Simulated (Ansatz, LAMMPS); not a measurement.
# Gap against volume in Ga2O3 with crystalline order left by the classical run (100 atoms)

Density of this cell: 5.63 g/cm³. The cell holds 100 atoms: 40 Ga and 60 O. Its edges and angles: a = 9.745 Å, b = 10.509 Å, c = 10.817 Å, α = 88.7°, β = 92.3°, γ = 88.7°. The starting structure: 100 atoms (40 Fe, 60 O) placed at random at 4.44 g/cm³, melted at 5000 K for 10 ps at fixed volume with the Morse and Coulomb pair potential with partial charges (Pedone, Malavasi, Menziani, Cormack and Segre, J. Phys. Chem. B 110, 11780 (2006)). Quenched from 5000 K to 300 K at 100 K/ps and fixed volume, held 10 ps at zero pressure, then minimised at fixed cell. Then Fe was replaced by Ga and the cell scaled by 1.003 (the potential has no terms for the new elements, so the cell is a start for a DFT relaxation).

Calculated with Ansatz 0.2.0: Kohn-Sham DFT, PBE, PAW (set soft_1), plane waves; cutoff 420 eV, Γ point, fixed occupations. The relaxed cell was scaled evenly and the atoms were relaxed at each volume. The gap is that between the highest filled and the lowest empty Kohn-Sham level on the run's k-points.

```
volume (Å³/atom)  gap (eV)
          9.9562               2.249
          10.399               1.934
          10.731               1.741
          11.062               1.575
          11.394                   ?
          11.726               1.266
```

**Question.** Fit a straight line in ln V to the rows given and interpolate to the withheld row.

Worked fit:

A volume deformation potential makes the spacing linear in u = ln(V/V0), with V0 = 11.062 Å³ the relaxed volume; v is the spacing.

```
u = ln(V/V0)  v (eV)
   -0.105360  2.2495
  -0.0618751  1.9344
  -0.0304595  1.7409
           0  1.5755
   0.0582700  1.2662
```

With n = 5: mean u = -0.0278850, mean v = 1.75330, Σ(u − ū)² = 0.015365, Σ(u − ū)(v − v̄) = -0.091491. Slope b = -0.091491 / 0.015365 = -5.9546; intercept a = v̄ − b ū = 1.5873.

At the withheld volume u = 0.02956, and v = a + b u.

Prediction at 11.394: 1.411 eV. The run gave 1.413 eV, so the fit is low by 0.0013 eV (0.089 % of the value).

The slope, -5.95 eV, says that the spacing narrows on expansion. Among the rows given, the largest miss of the fit is at 9.9562, by 0.035 eV (3.5 % of the range of the table).

Limits: The table spans 16 % in volume, wide for a linear law. Semilocal functionals tend to put gaps under measured ones. Only the Γ point is sampled. Defect or tail levels can set the spacing of a disordered cell.

[Logs are printed without paths, hosts, clocks, repeated set-up lines and the standing remarks that a program may print on its own settings, such as how far it seeks lower states.]

[Hosts, paths, dates, database ids (printed as entryN), source tags and the programs' standing remarks are cut or masked in the printed files.]
